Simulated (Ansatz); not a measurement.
## Ge wire along [110], 12 atoms a period, H-terminated: bands by functional

Aim: is the Ge wire along [110], 12 atoms a period, H-terminated a metal or a semiconductor?

Method: DFT PBE, plane waves, PAW; relaxation of a wire's period; PAW set soft_1, in the first sound run; inputs show where later runs differ, in Ansatz 0.2.0.

**1. Starting point**

The cell holds 24 atoms: 12 Ge and 12 H. Its edges and angles: a = 14.361 Å, b = 17.493 Å, c = 4.073 Å, α = 90.0°, β = 90.0°, γ = 90.0°. Vacuum lies along a and b. The structure's axis is c.

**2. Relaxing the period**

Band widths follow the bond lengths, so the wire is relaxed first. The atoms and the third cell vector are free; the box across stays fixed as vacuum. A Fermi-Dirac smearing is set since the result may be a metal. The pressure printed is a third of the stress's trace over the whole box, vacuum included; only the stress along the axis is relaxed.

The input, input.yaml:

```yaml
crystal:
  lattice:
    - [14.361, 0.0, 0.0]
    - [0.0, 17.493, 0.0]
    - [0.0, 0.0, 4.0729350596]
  atoms:
    - { symbol: Ge, position: [0.399740019, 0.383593563, 0.0] }
    - { symbol: H, position: [0.437295453, 0.805655945, 0.0] }
    - { symbol: Ge, position: [0.500011588, 0.267177423, 0.0] }
    - { symbol: Ge, position: [0.500011588, 0.500009703, 0.0] }
    - { symbol: H, position: [0.763270861, 0.383593563, 0.187268604] }
    - { symbol: H, position: [0.763270861, 0.616425842, 0.187268604] }
    - { symbol: H, position: [0.236752315, 0.310779599, 0.5] }
    - { symbol: H, position: [0.236752315, 0.456407527, 0.5] }
    - { symbol: H, position: [0.236752315, 0.689239806, 0.5] }
    - { symbol: H, position: [0.236752315, 0.543611878, 0.5] }
    - { symbol: Ge, position: [0.299468451, 0.383593563, 0.5] }
    - { symbol: Ge, position: [0.299468451, 0.616425842, 0.5] }
    - { symbol: Ge, position: [0.600283157, 0.267177423, 0.5] }
    - { symbol: Ge, position: [0.600283157, 0.732841982, 0.5] }
    - { symbol: Ge, position: [0.600283157, 0.500009703, 0.5] }
    - { symbol: H, position: [0.662999293, 0.19436346, 0.5] }
    - { symbol: H, position: [0.662999293, 0.805655945, 0.5] }
    - { symbol: Ge, position: [0.700554726, 0.383593563, 0.5] }
    - { symbol: Ge, position: [0.700554726, 0.616425842, 0.5] }
    - { symbol: H, position: [0.763270861, 0.383593563, 0.812731396] }
    - { symbol: H, position: [0.763270861, 0.616425842, 0.812731396] }
    - { symbol: Ge, position: [0.399740019, 0.616425842, 0.0] }
    - { symbol: H, position: [0.437295453, 0.19436346, 0.0] }
    - { symbol: Ge, position: [0.500011588, 0.732841982, 0.0] }
kpoints:
  mp_grid: { grid: [1, 1, 20] }
scf:
  occupations: { method: fermi_dirac, width: 0.05 }
hamiltonian:
  xc: pbe
  pseudopotentials: { kind: paw, azcp: { folder: soft_1 } }
relax:
  cell: { fix: [a, b, alpha, beta, gamma] }
  max_steps: 45
  f_tol: 0.03
```

Started as:

```sh
$ ansatz run input.yaml --threads 4 --pin off --max-ram 16384MiB --backend cpu --events-out ev --progress --plain --runs-dir out
```

Numbers of over 12 decimals in the logs are rounded to 6 here.

The program printed:

```text
Engine: ansatz 0.2.0, aarch64-unknown-linux-gnu
Pseudopotentials: kind: paw
Pseudopotential: Ge, paw, valence charge 14, recommended cutoff 420 eV (normal), soft_1/Ge.paw.azcp
Pseudopotential: H, paw, valence charge 1, recommended cutoff 420 eV (normal), soft_1/H.paw.azcp
Functional definition: PBE
  parameter kappa = 0.804
  parameter beta = 0.066725
  exchange = pbe_x(kappa = kappa, mu = beta*pi^2/3)
  correlation = pbe_c(beta = beta)
Crystal: 24 atoms, lattice volume = 1023.190 Å³
Basis set: ecut = 420 eV, 19945 PW (Γ), exchange–correlation on 192×240×60 points (8 copies of the dense FFT grid, shifted against one another)
Bands: 114, of which v1, the nominal top of the filled ones, is band 90 counted from 1 (89 counted from 0)
Symmetry: 4 space group operations
Space group: Pmm2 (ITA 25), of the structure as read, at distance tolerance 1.0e-4 Å
k-points: 11 of 20
Non-local potential: Ge, projectors of the file, l = 0: 2, l = 1: 2, l = 2: 3, l = 3: 1
Non-local potential: H, projectors of the file, l = 0: 2, l = 1: 1
PAW form: soft (Blöchl's): semilocal exchange-correlation on the pseudo side does not see the compensation charge
PAW one-centre angular grid: Ge, 590 points (default); XC on 64 Gauss nodes
PAW one-centre angular grid: H, 110 points (default); XC on 64 Gauss nodes
Initial density: superposition of atomic densities (neutral atoms: chi_scale 0, normalization atom)
Initial wavefunctions: pseudopotential atomic-orbital guess
Functional: x = pbe(κ = 0.804, μ = 0.219515), c = pbe(β = 0.066725)
SCF iter   1: F=—  HF=-51730.075812 eV  |F-HF|=—  |Δ(HF+E_count)|=         —  Δρ=3.47e-2  dr2=1.05e1  ethr=3.10e-3  ⟨swp⟩=6.8  Hψ=5136  notcnv=0  defer=15
preconditioner: auto → Resta (q_TF=auto, 2.042 Å⁻¹)  ε∞=1.9  [insulator: Δε(μ)=1.712 eV  Ē_g=9.429 eV  σ=0.050 eV  W_gap=1.00  n_scr=148 (ndim 8)  ℏωp=9.0 eV  f_vac=0.565  D(μ)=0.00/eV (n_scr^D=0)  ε∞_Penn≈1.9  vacuum switching on, ρ_ref=6.4e-3 e/Å³]
SCF iter   2: F=—  HF=-51727.787948 eV  |F-HF|=—  |Δ(HF+E_count)|=    2.29e0  Δρ=1.57e-2  dr2=2.54e0  ethr=3.10e-3  ⟨swp⟩=3.0  Hψ=1813  notcnv=0  defer=181
SCF iter   3: F=—  HF=-51727.248323 eV  |F-HF|=—  |Δ(HF+E_count)|=   5.40e-1  Δρ=3.51e-3  dr2=6.03e-1  ethr=1.41e-3  ⟨swp⟩=3.8  Hψ=1585  notcnv=0  defer=181
SCF iter   4: F=—  HF=-51727.141465 eV  |F-HF|=—  |Δ(HF+E_count)|=   1.07e-1  Δρ=1.30e-3  dr2=2.09e-2  ethr=3.35e-4  ⟨swp⟩=3.5  Hψ=1659  notcnv=0  defer=175
SCF iter   5: F=—  HF=-51727.146513 eV  |F-HF|=—  |Δ(HF+E_count)|=   5.05e-3  Δρ=4.83e-4  dr2=3.55e-3  ethr=1.16e-5  ⟨swp⟩=2.0  Hψ=2212  notcnv=0  defer=175
SCF iter   6: F=—  HF=-51727.147618 eV  |F-HF|=—  |Δ(HF+E_count)|=   1.10e-3  Δρ=1.51e-4  dr2=5.80e-4  ethr=1.97e-6  ⟨swp⟩=2.0  Hψ=2069  notcnv=0  defer=175
SCF iter   7: F=—  HF=-51727.147793 eV  |F-HF|=—  |Δ(HF+E_count)|=   1.75e-4  Δρ=4.54e-5  dr2=3.99e-5  ethr=3.22e-7  ⟨swp⟩=2.0  Hψ=1394  notcnv=0  defer=175
SCF iter   8: F=—  HF=-51727.147969 eV  |F-HF|=—  |Δ(HF+E_count)|=   1.76e-4  Δρ=2.04e-5  dr2=3.28e-6  ethr=2.22e-8  ⟨swp⟩=2.0  Hψ=2197  notcnv=0  defer=175
SCF iter   9: F=—  HF=-51727.147976 eV  |F-HF|=—  |Δ(HF+E_count)|=   7.66e-6  Δρ=6.05e-6  dr2=4.50e-7  ethr=1.82e-9  ⟨swp⟩=2.0  Hψ=2069  notcnv=0  defer=175
SCF iter  10: F=—  HF=-51727.147977 eV  |F-HF|=—  |Δ(HF+E_count)|=   7.75e-7  Δρ=1.79e-6  dr2=1.29e-7  ethr=5.56e-11  ⟨swp⟩=5.0  Hψ=4425  notcnv=0
SCF iter  11: F=-51727.147977 eV  HF=-51727.147977 eV  |F-HF|=2.12e-9  |Δ(HF+E_count)|=   3.30e-8  Δρ=8.54e-7  dr2=2.00e-8  ethr=5.56e-11  ⟨swp⟩=4.0  Hψ=3498  notcnv=0
SCF 1 converged in 11 iterations: F = -51727.147977 eV  dr2 = 2.00e-8
  greatest PAW one-centre occupation: 0.998 electrons in one spin orbital (limit 2), on the Ge atom at site 17 (counted from 0), in its partial waves of l = 2
relax step   1: F+E_penalty+E_count = -51727.14797724 eV  Δ(F+E_penalty+E_count) = +0.000e0 eV  max|allowed force component| = 4.029e-1 eV/Å  Δτ_max = 0.0000 Å  P = -0.277 GPa  Ω = 1023.190 Å³  fix = [a, b, alpha, beta, gamma]  reactions: a -0.656, b -0.318 GPa  (11 SCF iters, dr2 threshold 1.00e-7 eV, accepted)
Crystal: 24 atoms, lattice volume = 1039.284 Å³
Basis set: ecut = 420 eV, 20217 PW (Γ), exchange–correlation on 192×240×60 points (8 copies of the dense FFT grid, shifted against one another)
Initial density: handed on by an earlier stage of this run
Initial wavefunctions: those handed on with the density
iter 1 solved again at ethr=1.82e-4 eV; its pass at ethr=3.10e-3 eV (dr2=3.28e-1 eV) is discarded
SCF iter   1: F=—  HF=-51727.413045 eV  |F-HF|=—  |Δ(HF+E_count)|=         —  Δρ=7.82e-3  dr2=3.31e-1  ethr=1.82e-4  ⟨swp⟩=4.0  Hψ=6128  notcnv=0
preconditioner: auto → Resta (q_TF=auto, 2.037 Å⁻¹)  ε∞=1.5  [insulator: Δε(μ)=1.735 eV  Ē_g=21.770 eV  σ=0.050 eV  W_gap=1.00  n_scr=148 (ndim 8)  ℏωp=15.5 eV  f_vac=0.615  D(μ)=0.00/eV (n_scr^D=0)  ε∞_Penn≈1.5  vacuum switching on, ρ_ref=3.4e-2 e/Å³]
SCF iter   2: F=—  HF=-51727.372056 eV  |F-HF|=—  |Δ(HF+E_count)|=   4.10e-2  Δρ=3.68e-3  dr2=7.22e-2  ethr=1.82e-4  ⟨swp⟩=3.9  Hψ=1985  notcnv=0
SCF iter   3: F=—  HF=-51727.379260 eV  |F-HF|=—  |Δ(HF+E_count)|=   7.20e-3  Δρ=1.08e-3  dr2=5.70e-2  ethr=4.01e-5  ⟨swp⟩=4.5  Hψ=2114  notcnv=0
SCF iter   4: F=—  HF=-51727.368091 eV  |F-HF|=—  |Δ(HF+E_count)|=   1.12e-2  Δρ=2.53e-4  dr2=1.53e-3  ethr=3.17e-5  ⟨swp⟩=3.0  Hψ=1771  notcnv=0  defer=135
SCF iter   5: F=—  HF=-51727.368070 eV  |F-HF|=—  |Δ(HF+E_count)|=   2.08e-5  Δρ=1.05e-4  dr2=9.62e-5  ethr=8.50e-7  ⟨swp⟩=2.0  Hψ=1329  notcnv=0  defer=135
SCF iter   6: F=—  HF=-51727.368117 eV  |F-HF|=—  |Δ(HF+E_count)|=   4.66e-5  Δρ=3.13e-5  dr2=1.32e-5  ethr=5.35e-8  ⟨swp⟩=2.0  Hψ=2072  notcnv=0  defer=135
SCF iter   7: F=-51727.368118 eV  HF=-51727.368118 eV  |F-HF|=3.65e-7  |Δ(HF+E_count)|=   1.03e-6  Δρ=8.99e-6  dr2=1.06e-6  ethr=1.33e-9  ⟨swp⟩=5.0  Hψ=4453  notcnv=0
SCF 2 converged in 7 iterations: F = -51727.368118 eV  dr2 = 1.06e-6
  greatest PAW one-centre occupation: 0.998 electrons in one spin orbital (limit 2), on the Ge atom at site 18 (counted from 0), in its partial waves of l = 2
relax step   2: F+E_penalty+E_count = -51727.36811762 eV  Δ(F+E_penalty+E_count) = -2.201e-1 eV  max|allowed force component| = 1.994e-1 eV/Å  Δτ_max = 0.1948 Å  P = -0.088 GPa  Ω = 1039.284 Å³  energy of the carried Pulay correction = -2.665e-3 eV  fix = [a, b, alpha, beta, gamma]  reactions: a -0.162, b -0.079 GPa  (7 SCF iters, dr2 threshold 2.40e-6 eV, accepted)
Crystal: 24 atoms, lattice volume = 1038.986 Å³
Basis set: ecut = 420 eV, 20209 PW (Γ), exchange–correlation on 192×240×60 points (8 copies of the dense FFT grid, shifted against one another)
[...]
relax step   6: F+E_penalty+E_count = -51727.43660838 eV  Δ(F+E_penalty+E_count) = -2.332e-3 eV  max|allowed force component| = 4.625e-2 eV/Å  Δτ_max = 0.0630 Å  P = -0.017 GPa  Ω = 1038.990 Å³  energy of the carried Pulay correction = -2.617e-3 eV  fix = [a, b, alpha, beta, gamma]  reactions: a -0.023, b -0.025 GPa  (11 SCF iters, accepted)
[...]
relax step   7: F+E_penalty+E_count = -51727.43666154 eV  Δ(F+E_penalty+E_count) = -5.316e-5 eV  max|allowed force component| = 3.330e-2 eV/Å  Δτ_max = 0.0167 Å  P = +0.003 GPa  Ω = 1038.979 Å³  energy of the carried Pulay correction = -2.615e-3 eV  fix = [a, b, alpha, beta, gamma]  reactions: a -0.003, b +0.014 GPa  (7 SCF iters, dr2 threshold 1.34e-7 eV, accepted)
[...]
relax step   8: F+E_penalty+E_count = -51727.43721644 eV  Δ(F+E_penalty+E_count) = -5.549e-4 eV  max|allowed force component| = 6.990e-3 eV/Å  Δτ_max = 0.0080 Å  P = -0.003 GPa  Ω = 1038.976 Å³  energy of the carried Pulay correction = -2.615e-3 eV  fix = [a, b, alpha, beta, gamma]  reactions: a -0.004, b -0.001 GPa  (6 SCF iters, dr2 threshold 6.93e-8 eV, accepted)
Initial wavefunctions: pseudopotential atomic-orbital guess (no wavefunctions were taken with the density)
iter 1 solved again at ethr=2.09e-7 eV; its pass at ethr=3.10e-3 eV (dr2=3.77e-4 eV) is discarded
SCF iter   1: F=—  HF=-51727.433397 eV  |F-HF|=—  |Δ(HF+E_count)|=         —  Δρ=8.47e-5  dr2=2.03e-6  ethr=2.09e-7  ⟨swp⟩=4.0  Hψ=8926  notcnv=0
preconditioner: auto → Resta (q_TF=auto, 2.037 Å⁻¹)  ε∞=1.5  [insulator: Δε(μ)=1.818 eV  Ē_g=21.760 eV  σ=0.050 eV  W_gap=1.00  n_scr=148 (ndim 8)  ℏωp=15.5 eV  f_vac=0.612  D(μ)=0.00/eV (n_scr^D=0)  ε∞_Penn≈1.5  vacuum switching on, ρ_ref=3.4e-2 e/Å³]
SCF iter   2: F=—  HF=-51727.437861 eV  |F-HF|=—  |Δ(HF+E_count)|=   4.46e-3  Δρ=4.25e-5  dr2=5.65e-7  ethr=1.13e-9  ⟨swp⟩=3.1  Hψ=2338  notcnv=0
SCF iter   3: F=—  HF=-51727.440058 eV  |F-HF|=—  |Δ(HF+E_count)|=   2.20e-3  Δρ=6.39e-6  dr2=3.31e-7  ethr=3.14e-10  ⟨swp⟩=3.0  Hψ=2562  notcnv=0
SCF iter   4: F=—  HF=-51727.440135 eV  |F-HF|=—  |Δ(HF+E_count)|=   7.71e-5  Δρ=1.66e-6  dr2=1.97e-8  ethr=1.84e-10  ⟨swp⟩=2.9  Hψ=2456  notcnv=0
SCF iter   5: F=—  HF=-51727.440141 eV  |F-HF|=—  |Δ(HF+E_count)|=   5.84e-6  Δρ=6.04e-7  dr2=5.20e-9  ethr=1.09e-11  ⟨swp⟩=2.8  Hψ=1652  notcnv=0
SCF iter   6: F=—  HF=-51727.440143 eV  |F-HF|=—  |Δ(HF+E_count)|=   1.41e-6  Δρ=2.64e-7  dr2=3.41e-9  ethr=2.89e-12  ⟨swp⟩=2.7  Hψ=1696  notcnv=0
SCF iter   7: F=-51727.440143 eV  HF=-51727.440143 eV  |F-HF|=2.29e-8  |Δ(HF+E_count)|=   2.24e-7  Δρ=8.24e-8  dr2=8.96e-11  ethr=1.00e-12  ⟨swp⟩=3.7  Hψ=4574  notcnv=0
SCF 9 converged in 7 iterations: F = -51727.440143 eV  dr2 = 8.96e-11
relax step   9: F+E_penalty+E_count = -51727.44014292 eV  Δ(F+E_penalty+E_count) = -2.926e-3 eV  max|allowed force component| = 6.726e-3 eV/Å  Δτ_max = 0.0000 Å  P = +0.000 GPa  Ω = 1038.976 Å³  fix = [a, b, alpha, beta, gamma]  reactions: a -0.002, b -0.000 GPa  stress off target by 2.66e-3 GPa on what of the cell is left free  SCF on the basis re-selected at this cell (its energy is not comparable with the rows above)  (7 SCF iters)
basis re-selected at this cell: Δ(F+E_penalty+E_count) = -2.926e-3 eV, ΔP = +0.003 GPa vs the last step (what re-selecting the basis moved, of the pressure what is left beyond the Pulay correction that the steps carried, after the strain that the cell walked since its last selection, with what the two solves' SCF thresholds leave and, on support functions, any second-order correction that the steps lacked; it is no m [...]
SCF converged after 7 iterations
Free energy (F): -51727.440143 eV
Harris-Foulkes:  -51727.440143 eV  (|F-HF|=2.29e-8)
Internal energy: -51727.440143 eV  (E = F + TS)
E sigma→0 (E₀):  -51727.440143 eV
Fermi energy:    -0.715858 eV
--- Per-component energies (eV) ---
  E_band       = -3402.361070
  E_kinetic    = 1262.693873
  E_local      = -91152.391501  (includes V_loc(G=0)·N_el)
  E_nonlocal   = 2628.024643
  E_hartree    = 44145.899752
  E_xc         = -957.416212
  E_vxc        = -906.914459  (∫ρ·V_xc dr)
  E_paw        = -24177.593905  (= ΣΔE_a)
  E_vpaw       = -3525.559995  (= ΣTr[D̂ρ^β])
  E_aug_tail   = -0.011100  (compensation charges beyond the density's cutoff)
  E_ewald      = 16523.354308
  E_smearing   = -0.000000  (= −TS)
  E_closure    = 0.000000  (closes the sum)
  Σ components = -51727.440143   (vs F -51727.440143, Δ=0.00e0)
--- Forces (eV/Å), atoms counted from 1 ---
  atom   1  Ge     0.00177368    -0.00115813     0.00000000
  atom   2  H     -0.00039295    -0.00267039     0.00000000
  atom   3  Ge    -0.00065261    -0.00223148     0.00000000
  atom   4  Ge    -0.00035697     0.00000000     0.00000000
  atom   5  H     -0.00023606    -0.00072227     0.00138321
  atom   6  H     -0.00023606     0.00072227     0.00138321
  atom   7  H     -0.00215373    -0.00267898     0.00000000
  atom   8  H     -0.00359611     0.00153135     0.00000000
  atom   9  H     -0.00215373     0.00267898     0.00000000
  atom  10  H     -0.00359611    -0.00153135     0.00000000
  atom  11  Ge     0.00672593    -0.00026876     0.00000000
  atom  12  Ge     0.00672593     0.00026876     0.00000000
  atom  13  Ge    -0.00058863     0.00309873     0.00000000
  atom  14  Ge    -0.00058863    -0.00309873     0.00000000
  atom  15  Ge    -0.00105399     0.00000000     0.00000000
  atom  16  H      0.00029037    -0.00034548     0.00000000
  atom  17  H      0.00029037     0.00034548     0.00000000
  atom  18  Ge    -0.00022808     0.00167976     0.00000000
  atom  19  Ge    -0.00022808    -0.00167976     0.00000000
  atom  20  H     -0.00023606    -0.00072227    -0.00138321
  atom  21  H     -0.00023606     0.00072227    -0.00138321
  atom  22  Ge     0.00177368     0.00115813     0.00000000
  atom  23  H     -0.00039295     0.00267039     0.00000000
  atom  24  Ge    -0.00065261     0.00223148     0.00000000
  max |Σ_I F_I| component: 5.51e-7 eV/Å
--- Stress (GPa, compression-positive) ---
       -0.001668       0.000000       0.000000
        0.000000      -0.000047       0.000000
        0.000000       0.000000       0.002656
  P = ⅓ Tr σ = 0.0003 GPa (0.003 kbar)
--- Relaxed structure (8 steps of the walk, 8 accepted, 1 SCFs on fresh bases) ---
  F+E_penalty+E_count = -51727.44014292 eV   max|allowed force component| = 6.726e-3 eV/Å   (the final SCF, on the basis selected at the relaxed cell)
  cell:  # Å, volume = 1038.9765 Å³
    - [14.361, 0.0, 0.0]
    - [0.0, 17.493, 0.0]
    - [0.0, 0.0, 4.135773]
  atoms:
    - { symbol: Ge, position: [0.399167, 0.381686, 0.0] }
    - { symbol: H, position: [0.441709, 0.802884, 0.0] }
    - { symbol: Ge, position: [0.504137, 0.269817, 0.0] }
    - { symbol: Ge, position: [0.494600, 0.5, 0.0] }
    - { symbol: H, position: [0.758832, 0.388289, 0.203925] }
    - { symbol: H, position: [0.758832, 0.611711, 0.203925] }
    - { symbol: H, position: [0.257394, 0.291396, 0.500000] }
    - { symbol: H, position: [0.225454, 0.431482, 0.500000] }
    - { symbol: H, position: [0.257394, 0.708604, 0.500000] }
    - { symbol: H, position: [0.225454, 0.568518, 0.500000] }
    - { symbol: Ge, position: [0.304373, 0.371204, 0.500000] }
    - { symbol: Ge, position: [0.304373, 0.628796, 0.500000] }
    - { symbol: Ge, position: [0.599246, 0.269574, 0.500000] }
    - { symbol: Ge, position: [0.599246, 0.730426, 0.500000] }
    - { symbol: Ge, position: [0.593267, 0.5, 0.500000] }
    - { symbol: H, position: [0.663546, 0.198029, 0.500000] }
    - { symbol: H, position: [0.663546, 0.801971, 0.500000] }
    - { symbol: Ge, position: [0.693922, 0.385920, 0.500000] }
    - { symbol: Ge, position: [0.693922, 0.614080, 0.500000] }
    - { symbol: H, position: [0.758832, 0.388289, 0.796075] }
    - { symbol: H, position: [0.758832, 0.611711, 0.796075] }
    - { symbol: Ge, position: [0.399167, 0.618314, 0.0] }
    - { symbol: H, position: [0.441709, 0.197116, 0.0] }
    - { symbol: Ge, position: [0.504137, 0.730183, 0.0] }
```

It took 3.7 min on 4 threads of Arm Neoverse V2, shared host; peak memory 2.7 GiB; 15 min of CPU time.

Step by step:

| step | energy less that of the first step (eV) | largest force component (eV/Å) | pressure (GPa) | volume (Å³) |
| --- | --- | --- | --- | --- |
| 1 | 0.0000 | 0.4029 | -0.28 | 1023.19 |
| 2 | -0.2201 | 0.1994 | -0.09 | 1039.28 |
| 3 | -0.2493 | 0.0860 | -0.04 | 1038.99 |
| 4 | -0.2750 | 0.1025 | 0.00 | 1038.84 |
| 5 | -0.2863 | 0.0241 | -0.01 | 1038.93 |
| 6 | -0.2886 | 0.0462 | -0.02 | 1038.99 |
| 7 | -0.2887 | 0.0333 | 0.00 | 1038.98 |
| 8 | -0.2892 | 0.0070 | 0.00 | 1038.98 |
| 9* | -0.2922 | 0.0067 | 0.00 | 1038.98 |

Relaxation steps marked * repeat the geometry before them on a plane-wave basis chosen anew for their cell, so energy and pressure can jump there.

Forces are held to the 4 operations that the run works with; a distortion that breaks them can't arise in this run.

| cell as run | before | after | change |
| --- | --- | --- | --- |
| c (Å) | 4.073 | 4.136 | +1.5 % |

The atoms that moved most (Å, along periodic axes as changes of fractional coordinates times the final cell, across vacuum about the mean position):

| atom | dx | dy | dz | length |
| --- | --- | --- | --- | --- |
| H10 | -0.162 | 0.436 | 0.000 | 0.465 |
| H8 | -0.162 | -0.436 | 0.000 | 0.465 |
| H9 | 0.296 | 0.339 | 0.000 | 0.450 |
| H7 | 0.296 | -0.339 | 0.000 | 0.450 |
| Ge12 | 0.070 | 0.217 | 0.000 | 0.228 |
| Ge11 | 0.070 | -0.217 | 0.000 | 0.228 |
| H20 | -0.064 | 0.082 | -0.069 | 0.125 |
| H5 | -0.064 | 0.082 | 0.069 | 0.125 |

Numbers from this step:

| Property | Result |
| --- | --- |
| cell length along the wire | 4.136 Å |

The cell's length comes to 4.136 Å with spin left out.

[end of part 1 of 2]

[Logs are printed without paths, hosts, clocks, repeated set-up lines and the standing remarks that a program may print on its own settings, such as how far it seeks lower states.]

[Hosts, paths, dates, database ids (printed as entryN), source tags and the programs' standing remarks are cut or masked in the printed files.]
